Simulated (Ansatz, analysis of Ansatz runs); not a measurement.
**V_K centre (self-trapped hole) in LiF: local vibrational mode, PBE**

Subject: V_K centre (self-trapped hole) in LiF. Wanted: its local vibrational mode, in one set-up (PBE, 216-site cell, PBE lattice, 420 eV, k: the zone centre alone). The model is a cell of 216 host atoms. The frequencies come from force constants among the defect atom and its neighbours, with the masses of the isotopes named. A larger cell tests how far the defect's images disturb the number.

What was measured. Stretch of the F2- molecule: 437 cm⁻¹, by Raman (inelastic light scattering) (quoted in “Dependence of polaron migration barriers on the fraction of Fock exchange in hybrid functionals: A systematic study of Vk centers in alkali halides”, 2023, A. S. Tygesen, J. H. Chang, J. M. García-Lastra, quoting earlier work (1978)). The runs below try to reproduce this.

Calculated with Ansatz 0.2.0; plane-wave PAW DFT, PBE; relaxation of all atoms of a defect supercell.

## (1) Starting point

The cell holds 216 atoms: 108 Li and 108 F. Its edges and angles: a = 12.201 Å, b = 12.201 Å, c = 12.201 Å, α = 90.0°, β = 90.0°, γ = 90.0°. It derives from LiF (space group Fm-3m). Nearest the centre at fractional (0.417, 0.417, 0.500): F112 at 0.99 Å, F109 at 0.99 Å, Li107 at 1.44 Å, Li106 at 1.44 Å, Li108 at 2.49 Å, Li116 at 2.49 Å, F111 at 2.49 Å, F110 at 2.49 Å. The cell carries charge +1.

The host's primitive cell comes from a first run (plane-wave PAW DFT, PBE; relaxation of the host's cell and atoms): vectors of 2.876, 2.876 and 2.876 Å. That is 8.41 Å³ an atom, 2.9 % over the diffraction cell's volume. The supercell is built on it.

## (2) Relaxation, charge +1

Every later number rests on the structure around the defect, so the atoms are relaxed at the host's lattice first.

The input, relax/input.yaml:

```yaml
relax:
  f_tol: 0.01
  max_steps: 80
  random_displacement: { amplitude: 0.02, seed: 576 }
crystal:
  lattice:
    - [12.20138625, 0.0, 0.0]
    - [0.0, 12.20138625, 0.0]
    - [0.0, 0.0, 12.20138625]
  atoms:
    - { symbol: Li, position: [0.0, 0.0, 0.0] }
    - { symbol: Li, position: [0.0, 0.166666667, 0.166666667] }
[... 32 atom lines left out ...]
    - { symbol: Li, position: [0.166666667, 0.333333333, 0.5] }
    - { symbol: Li, position: [0.166666667, 0.5, 0.333333333] }
[... 2 atom lines left out ...]
    - { symbol: F, position: [0.166666667, 0.333333333, 0.333333333] }
    - { symbol: F, position: [0.166666667, 0.5, 0.5] }
[... 3 atom lines left out ...]
    - { symbol: Li, position: [0.166666667, 0.5, 0.666666667] }
[... 2 atom lines left out ...]
    - { symbol: F, position: [0.166666667, 0.333333333, 0.666666667] }
[... 11 atom lines left out ...]
    - { symbol: Li, position: [0.166666667, 0.666666667, 0.5] }
[... 22 atom lines left out ...]
    - { symbol: Li, position: [0.333333333, 0.166666667, 0.5] }
[... 1 atom line left out ...]
    - { symbol: Li, position: [0.5, 0.166666667, 0.333333333] }
[... 1 atom line left out ...]
    - { symbol: F, position: [0.333333333, 0.166666667, 0.333333333] }
[... 1 atom line left out ...]
    - { symbol: F, position: [0.5, 0.166666667, 0.5] }
[... 3 atom lines left out ...]
    - { symbol: Li, position: [0.5, 0.166666667, 0.666666667] }
[... 1 atom line left out ...]
    - { symbol: F, position: [0.333333333, 0.166666667, 0.666666667] }
[... 3 atom lines left out ...]
    - { symbol: Li, position: [0.333333333, 0.5, 0.166666667] }
    - { symbol: Li, position: [0.5, 0.333333333, 0.166666667] }
[... 4 atom lines left out ...]
    - { symbol: F, position: [0.5, 0.5, 0.166666667] }
    - { symbol: Li, position: [0.333333333, 0.333333333, 0.333333333] }
    - { symbol: Li, position: [0.333333333, 0.5, 0.5] }
    - { symbol: Li, position: [0.5, 0.333333333, 0.5] }
    - { symbol: Li, position: [0.5, 0.5, 0.333333333] }
    - { symbol: F, position: [0.359363163, 0.359363163, 0.5] }
    - { symbol: F, position: [0.333333333, 0.5, 0.333333333] }
    - { symbol: F, position: [0.5, 0.333333333, 0.333333333] }
    - { symbol: F, position: [0.473970171, 0.473970171, 0.5] }
    - { symbol: Li, position: [0.333333333, 0.333333333, 0.666666667] }
    - { symbol: Li, position: [0.333333333, 0.5, 0.833333333] }
    - { symbol: Li, position: [0.5, 0.333333333, 0.833333333] }
    - { symbol: Li, position: [0.5, 0.5, 0.666666667] }
[... 1 atom line left out ...]
    - { symbol: F, position: [0.333333333, 0.5, 0.666666667] }
    - { symbol: F, position: [0.5, 0.333333333, 0.666666667] }
    - { symbol: F, position: [0.5, 0.5, 0.833333333] }
[... 8 atom lines left out ...]
    - { symbol: Li, position: [0.333333333, 0.666666667, 0.333333333] }
[... 1 atom line left out ...]
    - { symbol: Li, position: [0.5, 0.666666667, 0.5] }
[... 1 atom line left out ...]
    - { symbol: F, position: [0.333333333, 0.666666667, 0.5] }
[... 1 atom line left out ...]
    - { symbol: F, position: [0.5, 0.666666667, 0.333333333] }
[... 1 atom line left out ...]
    - { symbol: Li, position: [0.333333333, 0.666666667, 0.666666667] }
[... 5 atom lines left out ...]
    - { symbol: F, position: [0.5, 0.666666667, 0.666666667] }
[... 10 atom lines left out ...]
    - { symbol: Li, position: [0.666666667, 0.166666667, 0.5] }
[... 22 atom lines left out ...]
    - { symbol: Li, position: [0.666666667, 0.333333333, 0.333333333] }
    - { symbol: Li, position: [0.666666667, 0.5, 0.5] }
[... 2 atom lines left out ...]
    - { symbol: F, position: [0.666666667, 0.333333333, 0.5] }
    - { symbol: F, position: [0.666666667, 0.5, 0.333333333] }
[... 2 atom lines left out ...]
    - { symbol: Li, position: [0.666666667, 0.333333333, 0.666666667] }
[... 4 atom lines left out ...]
    - { symbol: F, position: [0.666666667, 0.5, 0.666666667] }
[... 14 atom lines left out ...]
    - { symbol: F, position: [0.666666667, 0.666666667, 0.5] }
[... 10 atom lines left out ...]
    - { symbol: F, position: [0.833333333, 0.833333333, 0.833333333] }
total_charge: 1
basis:
  ecutwfc: 420
  xc_grid: 2
hamiltonian:
  xc: pbe
kpoints:
  mp_grid: { grid: [1, 1, 1] }
magnetization:
  spin_polarized: true
  initial_magnetization: 1
  spin_locking: { lock_magnetization: hard }
scf:
  occupations: { method: fermi_dirac, width: 0.01 }
  max_iter: 120
output:
  forces: true
checkpoint:
  write: "../relax.run"
  compress: false
  write_wavefunctions: true
  write_every: 100000
```

The run is started by

```console
$ ansatz run input.yaml --threads 4 --pin off --max-ram 7536MiB --backend cpu --events-out ev --progress --plain --runs-dir out
```

Numbers of over 12 decimals in the logs are rounded to 6 here.

Output:

```text
[... repeated set-up lines and file paths are left out, and long positions are rounded to six places ...]
Engine: ansatz 0.2.0, x86_64-unknown-linux-gnu
Pseudopotentials: kind: paw
Pseudopotential: Li, paw, valence charge 3, recommended cutoff 420 eV (normal), Li.paw.azcp
Pseudopotential: F, paw, valence charge 7, recommended cutoff 420 eV (normal), F.paw.azcp
Functional definition: PBE
  parameter kappa = 0.804
  parameter beta = 0.066725
  exchange = pbe_x(kappa = kappa, mu = beta*pi^2/3)
  correlation = pbe_c(beta = beta)
Crystal: 216 atoms, lattice volume = 1816.467 Å³
Basis set: ecut = 420 eV, 35513 PW (Γ), exchange–correlation on 180×180×180 points (8 copies of the dense FFT grid, shifted against one another)
Bands: 756, of which v1, the nominal top of the filled ones, is band 540 counted from 1 (539 counted from 0)
Symmetry: 1 space group operations
k-points: 1
Non-local potential: Li, projectors of the file, l = 0: 3, l = 1: 2, l = 2: 1
Non-local potential: F, projectors of the file, l = 0: 2, l = 1: 2, l = 2: 1
PAW form: soft (Blöchl's): semilocal exchange-correlation on the pseudo side does not see the compensation charge
PAW one-centre angular grid: Li, 110 points (default); XC on 64 Gauss nodes
PAW one-centre angular grid: F, 110 points (default); XC on 64 Gauss nodes
Initial density: superposition of atomic densities (chi_scale 0.1, normalization cell, long waves kept (reshape's long-wave potential 0.07 eV rms))
Starting moments: Σ|m| = 1 μB on 216 of 216 sites
Initial wavefunctions: pseudopotential atomic-orbital guess
Functional: x = pbe(κ = 0.804, μ = 0.219515), c = pbe(β = 0.066725)
SCF iter   1: F=—  HF=-109744.531907 eV  |F-HF|=—  |Δ(HF+E_count)|=         —  Δρ=3.23e-2 (↑2.79e-2 ↓3.23e-2)  dr2=3.60e1  dr2_m=9.89e-1  M=1.000 μB ∫|m|=1.058 μB  β_m=0.30  ethr=3.10e-3  ⟨swp⟩=5.0  Hψ=5872  notcnv=0  defer=186
preconditioner: auto → Resta (q_TF=auto, 2.501 Å⁻¹)  ε∞=2.8  [insulator: Δε(μ)=0.765 eV  Ē_g=19.214 eV  σ=0.010 eV  W_gap=1.00  n_scr=460 (ndim 8)  ℏωp=25.6 eV  f_vac=0.000  D(μ)=0.00/eV (n_scr^D=0)  ε∞_Penn≈2.8]
spin=Collinear: Resta preconditioning applied to the charge; magnetization (m = ρ↑ − ρ↓) channel mixes plain (no charge-response kernel on spin).
SCF iter   2: F=—  HF=-109744.455015 eV  |F-HF|=—  |Δ(HF+E_count)|=   7.69e-2  Δρ=2.20e-2 (↑2.04e-2 ↓2.20e-2)  dr2=1.82e1  dr2_m=9.21e-2  M=1.000 μB ∫|m|=1.047 μB  β_m=0.49  ethr=3.10e-3  ⟨swp⟩=2.0  Hψ=2505  notcnv=0  defer=422
SCF iter   3: F=—  HF=-109746.045367 eV  |F-HF|=—  |Δ(HF+E_count)|=    1.59e0  Δρ=1.94e-2 (↑1.16e-2 ↓1.94e-2)  dr2=1.17e1  dr2_m=7.84e-1  M=1.000 μB ∫|m|=1.114 μB  β_m=0.59  ethr=1.69e-3  ⟨swp⟩=2.0  Hψ=2404  notcnv=0  defer=418
SCF iter   4: F=—  HF=-109745.509060 eV  |F-HF|=—  |Δ(HF+E_count)|=   5.36e-1  Δρ=5.73e-3 (↑3.57e-3 ↓5.73e-3)  dr2=9.12e-1  dr2_m=1.04e-1  M=1.000 μB ∫|m|=1.081 μB  β_m=0.56  ethr=1.08e-3  ⟨swp⟩=2.0  Hψ=2614  notcnv=0  defer=422
SCF iter   5: F=—  HF=-109745.556246 eV  |F-HF|=—  |Δ(HF+E_count)|=   4.72e-2  Δρ=6.34e-3 (↑1.07e-3 ↓6.34e-3)  dr2=9.45e-1  dr2_m=1.60e-1  M=1.000 μB ∫|m|=1.093 μB  β_m=0.56  ethr=8.45e-5  ⟨swp⟩=2.5  Hψ=1928  notcnv=0  defer=418
SCF iter   6: F=—  HF=-109745.679143 eV  |F-HF|=—  |Δ(HF+E_count)|=   1.23e-1  Δρ=9.89e-3 (↑6.54e-4 ↓9.89e-3)  dr2=2.31e0  dr2_m=3.99e-1  M=1.000 μB ∫|m|=1.133 μB  β_m=0.50  ethr=8.45e-5  ⟨swp⟩=3.0  Hψ=1876  notcnv=0  defer=418  recentre
SCF iter   7: F=—  HF=-109745.590934 eV  |F-HF|=—  |Δ(HF+E_count)|=   8.82e-2  Δρ=4.89e-3 (↑3.22e-4 ↓4.89e-3)  dr2=5.54e-1  dr2_m=9.78e-2  M=1.000 μB ∫|m|=1.073 μB  β_m=0.40  ethr=8.45e-5  ⟨swp⟩=2.0  Hψ=2078  notcnv=0  defer=418
SCF iter   8: F=—  HF=-109745.591907 eV  |F-HF|=—  |Δ(HF+E_count)|=   9.73e-4  Δρ=4.73e-3 (↑1.31e-4 ↓4.73e-3)  dr2=5.42e-1  dr2_m=9.34e-2  M=1.000 μB ∫|m|=1.080 μB  β_m=0.47  ethr=5.13e-5  ⟨swp⟩=2.0  Hψ=1099  notcnv=0  defer=418
SCF iter   9: F=—  HF=-109745.586660 eV  |F-HF|=—  |Δ(HF+E_count)|=   5.25e-3  Δρ=6.30e-4 (↑7.71e-5 ↓6.30e-4)  dr2=8.61e-3  dr2_m=1.65e-3  M=1.000 μB ∫|m|=1.061 μB  β_m=0.73  ethr=5.02e-5  ⟨swp⟩=1.0  Hψ=1094  notcnv=0  defer=418
SCF iter  10: F=—  HF=-109745.587026 eV  |F-HF|=—  |Δ(HF+E_count)|=   3.66e-4  Δρ=3.90e-4 (↑1.18e-4 ↓3.90e-4)  dr2=4.23e-3  dr2_m=4.18e-4  M=1.000 μB ∫|m|=1.061 μB  β_m=0.57  ethr=7.98e-7  ⟨swp⟩=2.0  Hψ=1429  notcnv=0  defer=418
SCF iter  11: F=—  HF=-109745.587235 eV  |F-HF|=—  |Δ(HF+E_count)|=   2.10e-4  Δρ=1.50e-3 (↑3.40e-5 ↓1.50e-3)  dr2=5.36e-2  dr2_m=9.48e-3  M=1.000 μB ∫|m|=1.064 μB  β_m=0.43  ethr=3.92e-7  ⟨swp⟩=2.0  Hψ=1641  notcnv=0  defer=418  recentre
SCF iter  12: F=—  HF=-109745.586928 eV  |F-HF|=—  |Δ(HF+E_count)|=   3.07e-4  Δρ=7.92e-4 (↑1.84e-5 ↓7.92e-4)  dr2=1.51e-2  dr2_m=2.57e-3  M=1.000 μB ∫|m|=1.061 μB  β_m=0.39  ethr=3.92e-7  ⟨swp⟩=1.5  Hψ=1095  notcnv=0  defer=418
SCF iter  13: F=—  HF=-109745.586776 eV  |F-HF|=—  |Δ(HF+E_count)|=   1.52e-4  Δρ=5.62e-5 (↑6.46e-6 ↓5.62e-5)  dr2=7.79e-5  dr2_m=1.27e-5  M=1.000 μB ∫|m|=1.062 μB  β_m=0.47  ethr=3.92e-7  ⟨swp⟩=1.0  Hψ=1094  notcnv=0  defer=418
SCF iter  14: F=—  HF=-109745.592500 eV  |F-HF|=—  |Δ(HF+E_count)|=   5.72e-3  Δρ=9.44e-6 (↑2.85e-6 ↓9.44e-6)  dr2=2.00e-6  dr2_m=3.18e-7  M=1.000 μB ∫|m|=1.062 μB  β_m=0.46  ethr=2.32e-10  ⟨swp⟩=2.0  Hψ=3151  notcnv=0
SCF iter  15: F=—  HF=-109745.592500 eV  |F-HF|=—  |Δ(HF+E_count)|=   2.58e-7  Δρ=1.46e-5 (↑1.35e-6 ↓1.46e-5)  dr2=5.18e-6  dr2_m=8.91e-7  M=1.000 μB ∫|m|=1.062 μB  β_m=0.39  ethr=1.86e-10  ⟨swp⟩=2.0  Hψ=2600  notcnv=0  recentre
SCF iter  16: F=—  HF=-109745.592500 eV  |F-HF|=—  |Δ(HF+E_count)|=   2.33e-8  Δρ=6.47e-6 (↑6.73e-7 ↓6.47e-6)  dr2=1.00e-6  dr2_m=1.74e-7  M=1.000 μB ∫|m|=1.062 μB  β_m=0.41  ethr=1.86e-10  ⟨swp⟩=1.0  Hψ=2614  notcnv=0
SCF iter  17: F=-109745.592500 eV  HF=-109745.592500 eV  |F-HF|=9.42e-8  |Δ(HF+E_count)|=   4.21e-9  Δρ=2.19e-6 (↑3.43e-7 ↓2.19e-6)  dr2=1.15e-7  dr2_m=1.97e-8  M=1.000 μB ∫|m|=1.062 μB  ethr=9.28e-11  ⟨swp⟩=2.0  Hψ=1522  notcnv=0
SCF 1 converged in 17 iterations: F = -109745.592500 eV  dr2 = 1.15e-7
  greatest PAW one-centre occupation: 1.000 electrons in one spin orbital (limit 2), on the Li atom at site 105 (counted from 0), in its partial waves of l = 0
relax step   1: F+E_penalty+E_count = -109745.59250024 eV  Δ(F+E_penalty+E_count) = +0.000e0 eV  max|allowed force component| = 2.844e0 eV/Å  Δτ_max = 0.0000 Å  (17 SCF iters, dr2 threshold 2.50e-6 eV, accepted)
[... the SCF cycles and remarks between the steps are left out from here to the last step ...]
relax step   2: F+E_penalty+E_count = -109746.51333046 eV  Δ(F+E_penalty+E_count) = -9.208e-1 eV  max|allowed force component| = 1.566e0 eV/Å  Δτ_max = 0.1180 Å  (12 SCF iters, dr2 threshold 1.00e-4 eV, accepted)
relax step   3: F+E_penalty+E_count = -109747.12648921 eV  Δ(F+E_penalty+E_count) = -6.132e-1 eV  max|allowed force component| = 5.232e-1 eV/Å  Δτ_max = 0.2000 Å  (8 SCF iters, dr2 threshold 1.00e-4 eV, accepted)
relax step   4: F+E_penalty+E_count = -109747.22900126 eV  Δ(F+E_penalty+E_count) = -1.025e-1 eV  max|allowed force component| = 1.214e-2 eV/Å  Δτ_max = 0.1184 Å  (6 SCF iters, dr2 threshold 3.06e-5 eV, accepted)
relax step   5: F+E_penalty+E_count = -109747.22900697 eV  Δ(F+E_penalty+E_count) = -5.706e-6 eV  max|allowed force component| = 1.174e-2 eV/Å  Δτ_max = 0.0000 Å  (5 SCF iters, accepted)
SCF iter   1: F=—  HF=-109747.223487 eV  |F-HF|=—  |Δ(HF+E_count)|=         —  Δρ=1.34e-4 (↑1.09e-4 ↓1.34e-4)  dr2=6.15e-4  dr2_m=2.03e-5  M=1.000 μB ∫|m|=1.057 μB  β_m=0.30  ethr=3.16e-7  ⟨swp⟩=4.0  Hψ=3297  notcnv=0  defer=418
SCF iter   2: F=—  HF=-109747.223517 eV  |F-HF|=—  |Δ(HF+E_count)|=   2.99e-5  Δρ=8.30e-5 (↑8.04e-5 ↓8.30e-5)  dr2=2.48e-4  dr2_m=1.05e-6  M=1.000 μB ∫|m|=1.057 μB  β_m=0.49  ethr=5.70e-8  ⟨swp⟩=1.0  Hψ=1740  notcnv=0  defer=418
SCF iter   3: F=—  HF=-109747.223742 eV  |F-HF|=—  |Δ(HF+E_count)|=   2.25e-4  Δρ=5.88e-5 (↑3.46e-5 ↓5.88e-5)  dr2=1.21e-4  dr2_m=5.55e-6  M=1.000 μB ∫|m|=1.057 μB  β_m=0.47  ethr=2.30e-8  ⟨swp⟩=3.0  Hψ=2004  notcnv=0  defer=418
SCF iter   4: F=—  HF=-109747.223559 eV  |F-HF|=—  |Δ(HF+E_count)|=   1.83e-4  Δρ=1.04e-5 (↑6.82e-6 ↓1.04e-5)  dr2=3.57e-6  dr2_m=3.13e-7  M=1.000 μB ∫|m|=1.057 μB  β_m=0.47  ethr=1.12e-8  ⟨swp⟩=2.5  Hψ=1719  notcnv=0  defer=418
SCF iter   5: F=—  HF=-109747.229270 eV  |F-HF|=—  |Δ(HF+E_count)|=   5.71e-3  Δρ=4.60e-6 (↑3.66e-6 ↓4.60e-6)  dr2=6.99e-7  dr2_m=4.84e-8  M=1.000 μB ∫|m|=1.057 μB  β_m=0.59  ethr=3.31e-10  ⟨swp⟩=2.5  Hψ=1694  notcnv=0  defer=418
SCF iter   6: F=-109747.229271 eV  HF=-109747.229271 eV  |F-HF|=3.97e-8  |Δ(HF+E_count)|=   5.10e-7  Δρ=1.35e-6 (↑1.05e-6 ↓1.35e-6)  dr2=4.97e-8  dr2_m=1.85e-9  M=1.000 μB ∫|m|=1.057 μB  ethr=9.27e-12  ⟨swp⟩=2.0  Hψ=4416  notcnv=0
SCF 6 converged in 6 iterations: F = -109747.229271 eV  dr2 = 4.97e-8
relax step   6: F+E_penalty+E_count = -109747.22927078 eV  Δ(F+E_penalty+E_count) = -2.638e-4 eV  max|allowed force component| = 6.717e-4 eV/Å  Δτ_max = 0.0065 Å  (6 SCF iters, accepted)
NSCF: frozen V_eff on 1 k-points
the band table was solved once a step of the walk had ended and its energy, with any forces and stress, was formed, with the checks that follow a solve (5627 applications of the Hamiltonian). They found nothing against the state; [...]
SCF converged after 6 iterations
Stability checked in part: among states of this total moment the steps that led to this state did not find it unstable. No probe was made; neither looks for a lower state of another moment (fixed_total_moment; see scf.lower_state_search)
Magnetization: 1.0000 μB (540.0000 up, 539.0000 down)
Absolute magnetization: 1.0569 μB (∫|ρ↑−ρ↓|, with the PAW one-centre terms)
Spin contamination: 0.0000 ħ² per cell (⟨S²⟩ above its minimum at these occupations)
Per-site moments (μB) at R_I (Å): [(-2.8343082462763373e-5, 0.838828), (-2.8228330947951798e-5, 0.838832), (-2.8240310207421105e-5, 0.838837), [... 213 left out ...]
Free energy (F): -109747.229271 eV
Harris-Foulkes:  -109747.229271 eV  (|F-HF|=3.97e-8)
Internal energy: -109747.207643 eV  (E = F + TS)
E sigma→0 (E₀):  -109747.218457 eV
Entropy (-TS):   -0.021628 eV (-0.100 meV/atom)
Fermi energy:    0.761523 (↑ 5.179795, ↓ 0.761523) eV
--- Per-component energies (eV) ---
  E_band       = -12949.078246
  E_kinetic    = 24848.484968
  E_local      = -70102.638397  (includes V_loc(G=0)·N_el)
  E_nonlocal   = 4354.100248
  E_hartree    = 24587.461336
  E_xc         = -9897.129992
  E_vxc        = -12693.956059  (∫ρ·V_xc dr)
  E_paw        = -23946.601032  (= ΣΔE_a)
  E_vpaw       = -8530.237489  (= ΣTr[D̂ρ^β])
  E_aug_tail   = 0.241809  (compensation charges beyond the density's cutoff)
  E_ewald      = -59591.126583
  E_smearing   = -0.021628  (= −TS)
  E_closure    = -0.000000  (closes the sum)
  E_deformation_potential = 15.115856  (in the stress; not in F)
  Σ components = -109747.229271   (vs F -109747.229271, Δ=0.00e0)
--- Forces (eV/Å), atoms counted from 1 ---
  atom   1  Li    -0.00017749    -0.00009595    -0.00016399
  atom   2  Li    -0.00012872    -0.00001272    -0.00004585
  [... 103 atoms left out ...]
  atom 106  Li    -0.00063002     0.00066872    -0.00024841
  atom 107  Li     0.00052954    -0.00038746    -0.00012028
  atom 108  Li    -0.00014273     0.00000768     0.00016878
  atom 109  F     -0.00020313    -0.00034504     0.00014296
  atom 110  F      0.00011368    -0.00010548     0.00011612
  atom 111  F     -0.00004565    -0.00008173     0.00016949
  atom 112  F      0.00033949     0.00018600     0.00011252
  [... 3 atoms left out ...]
  atom 116  Li     0.00004502     0.00004300    -0.00036465
  [... 1 atom left out ...]
  atom 118  F      0.00004828    -0.00016786     0.00003496
  atom 119  F     -0.00011656     0.00002451    -0.00006054
  [... 97 atoms left out ...]
  max |Σ_I F_I| component: 1.07e-3 eV/Å
--- Band table (eV) ---
  k-point 0 ↑: bands = ["-40.1752", "-40.1584", "-40.1584", "-40.1584", [... 748 left out ...] "18.0810", "18.0810", "18.0811", "18.0811"]
  k-point 0 ↓: bands = ["-40.1754", "-40.1586", "-40.1585", "-40.1585", [... 748 left out ...] "18.0827", "18.0827", "18.0828", "18.0829"]
--- Relaxed structure (6 steps of the walk, 6 accepted, 0 SCFs on fresh bases) ---
  F+E_penalty+E_count = -109747.22927078 eV   max|allowed force component| = 6.717e-4 eV/Å
  atoms:
    - { symbol: Li, position: [8.173376975928713e-5, 5.356693545810727e-5, -7.801406359288037e-5] }
    - { symbol: Li, position: [8.124863414679584e-5, 0.166719, 0.166590] }
    [... 103 atoms left out ...]
    - { symbol: Li, position: [0.333431, 0.500031, 0.499923] }
    - { symbol: Li, position: [0.500061, 0.333399, 0.499920] }
    - { symbol: Li, position: [0.500078, 0.500050, 0.333233] }
    - { symbol: F, position: [0.333419, 0.333395, 0.499917] }
    - { symbol: F, position: [0.333410, 0.500052, 0.333243] }
    - { symbol: F, position: [0.500078, 0.333387, 0.333242] }
    - { symbol: F, position: [0.500068, 0.500046, 0.499917] }
    [... 3 atoms left out ...]
    - { symbol: Li, position: [0.500075, 0.500049, 0.666607] }
    [... 1 atom left out ...]
    - { symbol: F, position: [0.333411, 0.500053, 0.666592] }
    - { symbol: F, position: [0.500077, 0.333387, 0.666592] }
    [... 97 atoms left out ...]
```

Run time: 5 min. Hardware: 4 threads of Intel Xeon Platinum 8488C (Sapphire Rapids), shared host; peak memory 4.7 GiB; 19 min of CPU time.

[end of part 1 of 2]

[Logs are printed without paths, hosts, clocks, repeated set-up lines and the standing remarks that a program may print on its own settings, such as how far it seeks lower states.]

[Hosts, paths, dates, database ids (printed as entryN), source tags and the programs' standing remarks are cut or masked in the printed files.]

[For some hosts the program warned that the k-mesh of the response run may be too coarse for force constants and the static dielectric constant; such warnings are not shown here.]
